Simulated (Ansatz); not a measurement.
An input for Ansatz 0.2.0 (InF3 (R-3c)):

```yaml
crystal:
  lattice:
    - [2.70515, 1.5618190807, 4.7925]
    - [-2.70515, 1.5618190807, 4.7925]
    - [0.0, -3.1236381614, 4.7925]
  atoms:
    - { symbol: In, position: [0.0, 0.0, 0.0] }
    - { symbol: In, position: [0.5, 0.5, 0.5] }
    - { symbol: F, position: [0.8584, 0.6416, 0.25] }
    - { symbol: F, position: [0.25, 0.8584, 0.6416] }
    - { symbol: F, position: [0.6416, 0.25, 0.8584] }
    - { symbol: F, position: [0.1416, 0.3584, 0.75] }
    - { symbol: F, position: [0.75, 0.1416, 0.3584] }
    - { symbol: F, position: [0.3584, 0.75, 0.1416] }
kpoints:
  mp_grid: { grid: [6, 6, 6] }
hamiltonian:
  xc: lda
  pseudopotentials: { kind: paw, source: ansatz }
scf:
  occupations: { method: fixed }
gw:
  n_empty_bands: 318
  ecut_chi: 110.0
  qp_bands: [v2, c2]
  qp_kpoints: band_edges
  screening: { model: contour_deformation }
```

```sh
ansatz run input.yaml --threads 4 --pin off --max-ram 138240MiB --backend cuda --events-out ev --progress --plain --runs-dir out --devices 1 --max-vram 26GiB
```

**Question.** How long will it take on 1 × NVIDIA H100 80GB HBM3 (shared by 3 runs) with 4 threads of AMD EPYC 7R13 (Zen 3), shared host, and how much memory?

It took 6.5 min; on shared hardware allow 3.3 min to 13 min. Peak host memory was 3.9 GiB. The sizes that set the cost: 9403 plane waves a state, 32 irreducible k points, 360 bands summed, 321 plane waves in the screening and 9 SCF cycles.

The screening grows as filled bands × empty bands × pairs of k points, times the square of the screening basis for the matrix.

[Paths, hosts, dates, memory and timing lines, banners, echoed tables and standing remarks are left out of the program output.]

[Logs are printed without paths, hosts, clocks, repeated set-up lines and the standing remarks that a program may print on its own settings, such as how far it seeks lower states.]

[Runs of the session that timed out or met a known fault of the program may be left out.]

[Cells called generated may have been cut or substituted from an entry of the Crystallography Open Database or the Materials Project.]

[Hosts, paths, dates, database ids (printed as entryN), source tags and the programs' standing remarks are cut or masked in the printed files.]
